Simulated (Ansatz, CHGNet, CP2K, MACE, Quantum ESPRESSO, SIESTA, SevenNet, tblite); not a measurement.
## Mg2+ BF4- in dimethyl sulfoxide and 1,3-dioxolane at 400 K (73 atoms): one structure in several programs

Wanted: errors and costs of other methods on Mg2+ BF4- in dimethyl sulfoxide and 1,3-dioxolane at 400 K (73 atoms). A plane-wave run serves as the reference.

Program: Quantum ESPRESSO 7.5. Level of theory: Kohn-Sham DFT, PBE, SSSP efficiency 1.3.0 pseudopotentials, plane waves. Results are calculated unless marked as measured.

## (1) Set-up

The cell holds 73 atoms: 11 C, 6 O, 30 H, 4 S, 4 B, 16 F and 2 Mg. Cell: a = 9.474 Å, b = 9.474 Å, c = 9.474 Å, α = 90.0°, β = 90.0°, γ = 90.0°. 4 dimethyl sulfoxide, 1 1,3-dioxolane, 2 Mg2+, 4 BF4- placed at random, at 1.53 g/cm³; overlaps pushed apart, then 10 ps at 550 K with stiff harmonic cages for PF6 and BF4 with UFF radii; divalent ions of Li, Roberts, Chakravorty and Merz (J. Chem. Theory Comput. 9, 2733 (2013)); MMFF94 bonds, angles, torsions, charges and radii (Halgren, J. Comput. Chem. 17, 490 (1996)) in harmonic and 12-6 forms; charges of ions scaled by 0.8. Snapshot after 30 ps at 400 K and fixed volume. Then every atom was moved at random, 0.03 Å r.m.s. a Cartesian component (hydrogen 0.6 of that).

## (2) Reference: Quantum ESPRESSO, plane waves

The input, pw.in:

```
&control
  calculation = 'scf'
  pseudo_dir = './pseudo'
  outdir = './tmp'
  disk_io = 'none'
  tprnfor = .true.
  tstress = .true.
/
&system
  ibrav = 0
  nat = 73
  ntyp = 7
  ecutwfc = 60
  ecutrho = 480
  nosym = .true.
  occupations = 'smearing'
  smearing = 'fd'
  degauss = 0.003675
/
&electrons
  conv_thr = 3.6e-07
  electron_maxstep = 100
  mixing_beta = 0.4
  mixing_mode = 'plain'
  diagonalization = 'david'
/
ATOMIC_SPECIES
C 12.011 C.upf
O 15.999 O.upf
H 1.008 H.upf
S 32.060 S.upf
B 10.810 B.upf
F 18.998 F.upf
Mg 24.305 Mg.upf
CELL_PARAMETERS angstrom
9.47375 0.00000 0.00000
0.00000 9.47375 0.00000
0.00000 0.00000 9.47375
ATOMIC_POSITIONS crystal
C 0.12008 0.62151 0.52647
C 0.23602 0.60870 0.40910
O 0.15806 0.53068 0.30883
C 0.03875 0.61331 0.31600
O 0.00306 0.67582 0.44890
H 0.13509 0.68391 0.61004
H 0.06813 0.51667 0.56467
H 0.31386 0.53882 0.46005
H 0.28103 0.70312 0.36679
H 0.04333 0.69757 0.22762
H 0.94766 0.54042 0.29173
C 0.75413 0.79620 0.12758
[... 57 atom lines left out ...]
F 0.27999 0.56740 0.87519
F 0.05189 0.55023 0.80675
Mg 0.49437 0.57541 0.85342
Mg 0.20522 0.36142 0.20530
K_POINTS gamma
```

Command:

```
$ OMP_NUM_THREADS=1 mpirun -np 2 pw.x -in pw.in > output.txt
```

The log of the run:

```text
Program PWSCF
     gamma-point specific algorithms are used
     Parallelization info
     sticks:   dense  smooth     PW     G-vecs:    dense   smooth      PW
     Min        6128    3061    766               509392   180045   22510
     Max        6129    3064    767               509397   180048   22515
     Sum       12257    6125   1533              1018789   360093   45025
     bravais-lattice index     =            0
     lattice parameter (alat)  =      17.9028  a.u.
     unit-cell volume          =    5738.0240 (a.u.)^3
     number of atoms/cell      =           73
     number of atomic types    =            7
     number of electrons       =       262.00
     number of Kohn-Sham states=          157
     kinetic-energy cutoff     =      60.0000  Ry
[... lines left out ...]
     scf convergence threshold =      3.6E-07
[... lines left out ...]
     number of k points=     1  Fermi-Dirac smearing, width (Ry)=  0.0037
[... lines left out ...]
     total energy              =   -1455.52386717 Ry
[... lines left out ...]
     total energy              =   -1456.98417092 Ry
[... lines left out ...]
     total energy              =   -1456.98520202 Ry
[... lines left out ...]
     total energy              =   -1456.99786279 Ry
[... lines left out ...]
     total energy              =   -1456.99786377 Ry
[... lines left out ...]
   -21.8146 -21.3337 -21.1227 -20.9274 -20.1665 -20.1569 -14.5462 -14.3521
[...]
5.1600   5.3540   5.5813   5.8086   5.8767   6.1298   6.2306   6.3297
     6.4909   6.5688   6.6871   6.7075   6.9035   6.9763   7.0430   7.2366
     7.3501   7.4038   7.5545   7.6154   7.6510
     the Fermi energy is     1.7844 ev
!    total energy              =   -1456.99786389 Ry
     estimated scf accuracy    <       0.00000007 Ry
     smearing contrib. (-TS)   =      -0.00000000 Ry
     internal energy E=F+TS    =   -1456.99786389 Ry
     The total energy is F=E-TS. E is the sum of the following terms:
     one-electron contribution =   -1277.21919392 Ry
     hartree contribution      =     744.81188765 Ry
     xc contribution           =    -317.26825006 Ry
     ewald contribution        =    -419.87070062 Ry
     one-center paw contrib.   =    -187.45160694 Ry
     convergence has been achieved in  10 iterations
     negative rho (up, down):  9.163E-06 0.000E+00
     Forces acting on atoms (cartesian axes, Ry/au):
     atom    1 type  1   force =    -0.05353448   -0.10867722   -0.08840618
     atom    2 type  1   force =     0.02487843   -0.08426542    0.14680816
     atom    3 type  2   force =     0.01799106    0.05397302    0.04887943
[...]
atom   72 type  7   force =    -0.04362336    0.00406766    0.03320979
     atom   73 type  7   force =    -0.01558661   -0.02196962   -0.08747987
     Total force =     0.941455     Total SCF correction =     0.000714
     Computing stress (Cartesian axis) and pressure
     negative rho (up, down):  9.163E-06 0.000E+00
          total   stress  (Ry/bohr**3)                   (kbar)     P=       43.13
   0.00028374   0.00001295   0.00007805           41.74        1.90       11.48
   0.00001295   0.00044789  -0.00003949            1.90       65.89       -5.81
   0.00007805  -0.00003949   0.00014786           11.48       -5.81       21.75
     Message from routine punch:
     Nothing written, as per user request (disk_io='none')
```

Wall time 97 s (2 MPI ranks of Arm Neoverse V2, shared host); peak memory 2.1 GiB.

Banners, paths, timers and routine set-up lines are dropped from the logs unmarked, and long logs keep their key lines alone; longer cuts are marked.

Numbers from this run:

| Property | Result |
| --- | --- |
| r.m.s. force component | 1.636 eV/Å |
| longest force | 7.959 eV/Å |
| pressure | 4.313 GPa |
| gap (highest filled to lowest empty level) | 4.215 eV |

## (3) Structure statistics

g(r), total and by pair (bins of 0.2 Å):

| r (Å) | total | H-H | H-F | H-C | H-O | H-B | H-S |
| --- | --- | --- | --- | --- | --- | --- | --- |
| 0.90 | 0.27 | 0.00 | 0.00 | 2.15 | 0.00 | 0.00 | 0.00 |
| 1.10 | 2.85 | 0.00 | 0.00 | 23.00 | 0.00 | 0.00 | 0.00 |
| 1.30 | 0.75 | 0.00 | 0.00 | 0.00 | 0.00 | 0.00 | 0.00 |
| 1.50 | 0.82 | 0.00 | 0.00 | 0.00 | 0.00 | 0.00 | 0.00 |
| 1.70 | 0.55 | 2.52 | 0.00 | 0.00 | 0.00 | 0.00 | 0.00 |
| 1.90 | 1.18 | 3.91 | 0.00 | 0.00 | 0.96 | 0.00 | 0.00 |
| 2.10 | 0.55 | 0.18 | 0.00 | 0.24 | 2.64 | 0.00 | 0.00 |
| 2.30 | 1.02 | 1.14 | 0.78 | 0.59 | 0.00 | 0.00 | 4.61 |
| 2.50 | 0.90 | 0.59 | 0.56 | 0.81 | 0.87 | 0.00 | 6.48 |
| 2.70 | 0.80 | 0.85 | 0.78 | 0.98 | 0.97 | 0.00 | 0.41 |
| 2.90 | 0.93 | 0.90 | 0.91 | 1.19 | 2.41 | 0.34 | 1.01 |
| 3.10 | 0.93 | 0.72 | 1.33 | 1.09 | 1.34 | 1.46 | 0.91 |
| 3.30 | 0.92 | 1.27 | 0.83 | 0.84 | 1.04 | 2.31 | 0.52 |
| 3.50 | 0.90 | 0.54 | 0.79 | 1.34 | 1.40 | 1.13 | 0.46 |
| 3.70 | 1.05 | 1.38 | 0.67 | 1.12 | 1.08 | 0.62 | 0.80 |
| 3.90 | 1.02 | 1.29 | 1.11 | 0.67 | 0.63 | 1.11 | 0.36 |
| 4.10 | 0.97 | 0.80 | 1.10 | 0.67 | 0.66 | 1.68 | 0.33 |
| 4.30 | 0.95 | 0.81 | 1.25 | 0.83 | 0.62 | 0.61 | 0.63 |
| 4.50 | 1.19 | 1.12 | 1.36 | 0.76 | 0.75 | 0.84 | 1.11 |

## (4) The other programs

The programs:
- CHGNet: machine-learned potential, published weights.
- CP2K 2026.2: Gaussian basis with GTH pseudopotentials and a plane-wave density; labels give functional, basis (MOLOPT sets; SR short-range, UZH the newer set with its own potentials), grid cutoff/relative cutoff and solver (OT: orbital transformation; TRS4, TC2, SIGN: linear-scaling purification with its sparsity filter), or its built-in tight binding.
- MACE: machine-learned potential, published weights.
- Quantum ESPRESSO 7.5: plane waves; labels (QE) give functional, pseudopotential set and cutoffs of waves/density.
- SIESTA 5.4.2: numerical atomic orbitals, whose automatically made sets are far from complete, with PseudoDojo norm-conserving potentials that we converted to its format (checked against plane waves on the same files for H, C, O, Si, Ge and Ca alone); labels give functional, basis size, energy shift and mesh cutoff.
- SevenNet: machine-learned potential, published weights.
- tblite 0.8.0: extended tight binding, driven from Python.

All use the same cell and atoms; the electronic-structure runs use the same k-mesh, and an electronic temperature of 580 K (0.05 eV) where levels are smeared.

Differences are against the plane-wave reference, forces as r.m.s. over components; share is that over the reference's r.m.s. force, slope the least-squares factor from reference forces to these. Total energies of different programs have different zeros and aren't compared.

| run | Δ force, r.m.s. (meV/Å) | share (%) | slope | Δ pressure (GPa) | Δ gap (eV) | cores | CPU time | memory (GiB) |
| --- | --- | --- | --- | --- | --- | --- | --- | --- |
| reference | - | - | - | - | - | 2 | 3.2 min | 2.1 |
| CHGNet r2SCAN potential | 403 | 24.6 | 0.831 | -2.90 | - | 1 | 3.4 s | 1.2 |
| CP2K GFN1-xTB, OT DIIS | 290 | 17.7 | 0.922 | -4.58 | - | 1 | 2.5 s | 0.27 |
| CP2K PBE, DZVP-MOLOPT-SR, 800/50 Ry, OT DIIS | 214 | 13.1 | 1.058 | 0.981 | 0.0444 | 4 | 5.4 min | 2.7 |
| CP2K PBE, SZV-MOLOPT-SR, 800/50 Ry, OT DIIS (coarse) | 2536 | 155 | 1.738 | 12.7 | 0.577 | 2 | 3.5 min | 1.6 |
| CP2K PBE, SZV-MOLOPT-SR, 800/50 Ry, SIGN filter 1e-04, SCF 1e-05 (coarse) | 2540 | 155 | 1.738 | 12.8 | - | 1 | 39 s | 1.5 |
| CP2K PBE, SZV-MOLOPT-SR, 800/50 Ry, SIGN filter 1e-06, SCF 1e-06 (coarse) | 2540 | 155 | 1.739 | 12.7 | - | 1 | 47 s | 1.5 |
| CP2K PBE, SZV-MOLOPT-SR, 800/50 Ry, SIGN filter 1e-07, SCF 1e-07 (coarse) | 2537 | 155 | 1.739 | 12.7 | - | 1 | 58 s | 1.5 |
| MACE MP-0b3 medium potential | 220 | 13.5 | 0.931 | -0.536 | - | 1 | 7.1 s | 1.1 |
| QE PBE+D3(BJ), sssp-1.3.0-efficiency, 60/480 Ry | 7.21 | 0.441 | 1.000 | -0.829 | 0 | 2 | 3.2 min | 2.1 |
| SIESTA PBE, DZP, shift 0.01 Ry, mesh 500 Ry | 364 | 22.2 | 1.093 | 0.776 | -0.0724 | 2 | 2.2 min | 1.3 |
| SIESTA PBE, SZP, shift 0.01 Ry, mesh 500 Ry (coarse) | 1207 | 73.8 | 1.230 | 6.76 | -0.812 | 1 | 1.7 min | 0.92 |
| SIESTA revPBE, PBE potentials, DZP, shift 0.01 Ry, mesh 500 Ry | 325 | 19.9 | 1.096 | 1.88 | -0.0195 | 2 | 2.2 min | 1.3 |
| SevenNet 0 potential | 218 | 13.3 | 0.942 | -0.776 | - | 1 | 6.9 s | 0.91 |
| tblite GFN1-xTB | 289 | 17.7 | 0.919 | -3.97 | - | 1 | 2 s | 0.13 |

Rows marked coarse were listed beforehand as settings not expected to be converged; some can still land near the reference.

Times of the machine-learned potentials are mostly Python's start and the loading of weights.

CPU time is summed over cores on a shared host, where runs went side by side, so it is rough. Symmetry, cutoffs, thresholds, outputs and thread counts weren't matched or tuned between programs; memory under MPI is the largest rank's times the ranks.

Left out of the table, since they converged to an unphysical state: CP2K PBE, DZVP-MOLOPT-SR, 280/50 Ry, OT DIIS (forces off by up to 102 eV/Å).

Left out of this page: tblite IPEA1-xTB (killed or ended with an error).

Mean charges by element (e), by run and scheme:

| run | scheme | C | O | H | S | B | F |
| --- | --- | --- | --- | --- | --- | --- | --- |
| CP2K GFN1-xTB, OT DIIS | Mulliken | +0.04 | -0.44 | +0.07 | +0.29 | +0.81 | -0.37 |
| CP2K PBE, DZVP-MOLOPT-SR, 800/50 Ry, OT DIIS | Mulliken | -0.22 | -0.41 | +0.09 | +0.69 | +0.40 | -0.30 |
| SIESTA PBE, DZP, shift 0.01 Ry, mesh 500 Ry | Hirshfeld | -0.05 | -0.17 | +0.03 | +0.36 | +0.13 | -0.14 |
| SIESTA revPBE, PBE potentials, DZP, shift 0.01 Ry, mesh 500 Ry | Hirshfeld | -0.05 | -0.17 | +0.03 | +0.36 | +0.13 | -0.14 |
| tblite GFN1-xTB | Mulliken | +0.04 | -0.43 | +0.07 | +0.30 | +0.75 | -0.35 |

Within one program, basis, potentials and functional, energies share a zero. Each run against its twin at the usual cutoff or grid and solver:

| run | twin | Δ energy (meV/atom) | Δ force, r.m.s. (meV/Å) | CPU time over the twin's |
| --- | --- | --- | --- | --- |
| CP2K PBE, SZV-MOLOPT-SR, 800/50 Ry, SIGN filter 1e-04, SCF 1e-05 | SZV-MOLOPT-SR, 800/50 Ry, OT DIIS | 0.567 | 10.7 | 0.18 (this twin ran on 2 cores) |
| CP2K PBE, SZV-MOLOPT-SR, 800/50 Ry, SIGN filter 1e-06, SCF 1e-06 | SZV-MOLOPT-SR, 800/50 Ry, OT DIIS | 0.0204 | 6.41 | 0.23 (this twin ran on 2 cores) |
| CP2K PBE, SZV-MOLOPT-SR, 800/50 Ry, SIGN filter 1e-07, SCF 1e-07 | SZV-MOLOPT-SR, 800/50 Ry, OT DIIS | -0.0037 | 1.59 | 0.28 (this twin ran on 2 cores) |

A second geometry, displaced anew (every atom was moved at random, 0.08 Å r.m.s. a Cartesian component (hydrogen 0.6 of that)), gives an energy difference that all programs can be tested on. The reference puts it at 86.43 meV/atom.

| run | energy less the first geometry's (meV/atom) | error (meV/atom) | force share at the second geometry (%) |
| --- | --- | --- | --- |
| CP2K GFN1-xTB, OT DIIS | 82.29 | -4.14 | 13.7 |
| SevenNet 0 potential | 84.14 | -2.28 | 8.67 |
| tblite GFN1-xTB | 82.28 | -4.15 | 13.7 |
| CP2K PBE, DZVP-MOLOPT-SR, 800/50 Ry, OT DIIS | 88.49 | 2.06 | 6.34 |
| MACE MP-0b3 medium potential | 86.97 | 0.536 | 7.56 |
| SIESTA PBE, DZP, shift 0.01 Ry, mesh 500 Ry | 88.16 | 1.73 | 14.4 |
| CHGNet r2SCAN potential | 78.86 | -7.57 | 19.0 |
| CP2K PBE, SZV-MOLOPT-SR, 800/50 Ry, OT DIIS | 110.2 | 23.7 | 92.5 |
| CP2K PBE, SZV-MOLOPT-SR, 800/50 Ry, SIGN filter 1e-06, SCF 1e-06 | 110.2 | 23.7 | 92.6 |
| CP2K PBE, SZV-MOLOPT-SR, 800/50 Ry, SIGN filter 1e-04, SCF 1e-05 | 110.4 | 24.0 | 92.8 |
| SIESTA PBE, SZP, shift 0.01 Ry, mesh 500 Ry | 103.5 | 17.1 | 47.9 |
| CP2K PBE, SZV-MOLOPT-SR, 800/50 Ry, SIGN filter 1e-07, SCF 1e-07 | 110.2 | 23.7 | 92.5 |
| QE PBE+D3(BJ), sssp-1.3.0-efficiency, 60/480 Ry | 86.23 | -0.197 | 0.372 |
| SIESTA revPBE, PBE potentials, DZP, shift 0.01 Ry, mesh 500 Ry | 89.36 | 2.93 | 13.2 |

## (5) Results

```yaml
reference_r_m_s_force_component: 1.64 eV/Å
nearest_in_forces: QE PBE+D3(BJ), sssp-1.3.0-efficiency, 60/480 Ry, 0.44 %
farthest_in_forces: a tie at 155 % of 4 runs: CP2K PBE, SZV-MOLOPT-SR, 800/50 Ry, OT DIIS (coarse); CP2K PBE, SZV-MOLOPT-SR, 800/50 Ry, SIGN filter 1e-04, SCF 1e-05 (coarse); CP2K PBE, SZV-MOLOPT-SR, 800/50 Ry, SIGN filter 1e-06, SCF 1e-06 (coarse); others
cheapest_electronic_structure_run_beside_the_reference: tblite GFN1-xTB, 2 s of CPU time
```

In words: The PBE runs in local orbitals, coarse settings apart, differ by 13 % (CP2K PBE, DZVP-MOLOPT-SR, 800/50 Ry, OT DIIS) to 22 % (SIESTA PBE, DZP, shift 0.01 Ry, mesh 500 Ry); basis, grid and potentials can all enter. Tight binding differs by 18 % in each run; it is another model, with fitted parameters of its own, and the xTB methods hold dispersion. Machine-learned potentials differ by 13 % (SevenNet 0 potential) to 25 % (CHGNet r2SCAN potential); they were trained on other programs' data, some at another functional. In the reference's own program, potentials and cutoffs, a change of model alone moves forces by 0.44 % (QE PBE+D3(BJ), sssp-1.3.0-efficiency, 60/480 Ry). Other rows with another functional or a dispersion term differ by 20 % (SIESTA revPBE, PBE potentials, DZP, shift 0.01 Ry, mesh 500 Ry), which mixes the change of model with differences of basis and potentials, some of them made for another functional. Runs with settings chosen to be coarse differ by 74 % (SIESTA PBE, SZP, shift 0.01 Ry, mesh 500 Ry) to 155 % (CP2K PBE, SZV-MOLOPT-SR, 800/50 Ry, SIGN filter 1e-06, SCF 1e-06), their programs' other errors included. Of the electronic-structure runs that take under half the reference's CPU time, tblite GFN1-xTB is among the nearest, at 18 % in 2 s against 3.2 min; its pressure misses by -4.0 GPa. At the same functional, gaps differ from the reference's 4.21 eV by between -0.81 and +0.58 eV. A likely cause of the wide gaps: compact atomic orbitals describe empty levels worse than filled ones. In pressure, CP2K PBE, SZV-MOLOPT-SR, 800/50 Ry, SIGN filter 1e-04, SCF 1e-05 misses by +12.8 GPa, at the same functional. Charges hang on model, scheme and program or settings: among these rows the mean for B runs from +0.13 to +0.81 e. With SIGN, tightening the sparsity filter from 1e-04 to 1e-07, and the SCF threshold with it, takes the force difference from the cubic solver from 11 to 1.6 meV/Å, and the CPU time from 0.18 to 0.28 times the cubic solver's. The energy difference between the two geometries, 86.4 meV/atom in the reference, is met best by QE PBE+D3(BJ), sssp-1.3.0-efficiency, 60/480 Ry (-0.197) and worst by CP2K PBE, SZV-MOLOPT-SR, 800/50 Ry, OT DIIS (coarse) (+23.7), CP2K PBE, SZV-MOLOPT-SR, 800/50 Ry, SIGN filter 1e-06, SCF 1e-06 (coarse) (+23.7), CP2K PBE, SZV-MOLOPT-SR, 800/50 Ry, SIGN filter 1e-04, SCF 1e-05 (coarse) (+24) and CP2K PBE, SZV-MOLOPT-SR, 800/50 Ry, SIGN filter 1e-07, SCF 1e-07 (coarse) (+23.7). In the reference: filled and empty levels are parted by 4.21 eV (on the run's k-points); a semilocal functional tends to put such gaps too low. In a disordered cell it changes from sample to sample and from frame to frame. Periodic xTB results under one method name differ between programs and library versions. The potentials hold different valence shells: 262 electrons in the reference, 278 in CP2K with SZV-MOLOPT-SR and 278 in SIESTA; this bears on time and differences. The reference's pressure holds the uncorrected Pulay stress of its 60 Ry basis, so small pressure differences, and their order, may be the reference's own error. Machine-learned potentials mimic data converged in k, so the reference's own k-point error enters their differences. The network of contacts between molecules at the start is that of the classical potential that made the cell, and needn't be the one that DFT or experiment would give. The reference's stress is far from hydrostatic: its diagonal is 4.2, 6.6, 2.2 GPa, compression counted positive. The reference's PBE has no dispersion term, which matters for the binding between molecules or layers. The electronic-structure runs sample only Γ, in a cell whose shortest periodic width is 9 Å.

[Also dropped from logs without a mark: logging warnings of Python, and SIESTA's first energy breakdown and zero terms.]

[Logs are printed without paths, hosts, clocks, repeated set-up lines and the standing remarks that a program may print on its own settings, such as how far it seeks lower states.]

[Hosts, paths, dates, database ids (printed as entryN), source tags and the programs' standing remarks are cut or masked in the printed files.]

[The MMFF94 radii named for the starting cell were scaled by 0.96; in molecules described by MMFF94, hydrogen bound to N, O or S took a small fixed 12-6 site in their place.]
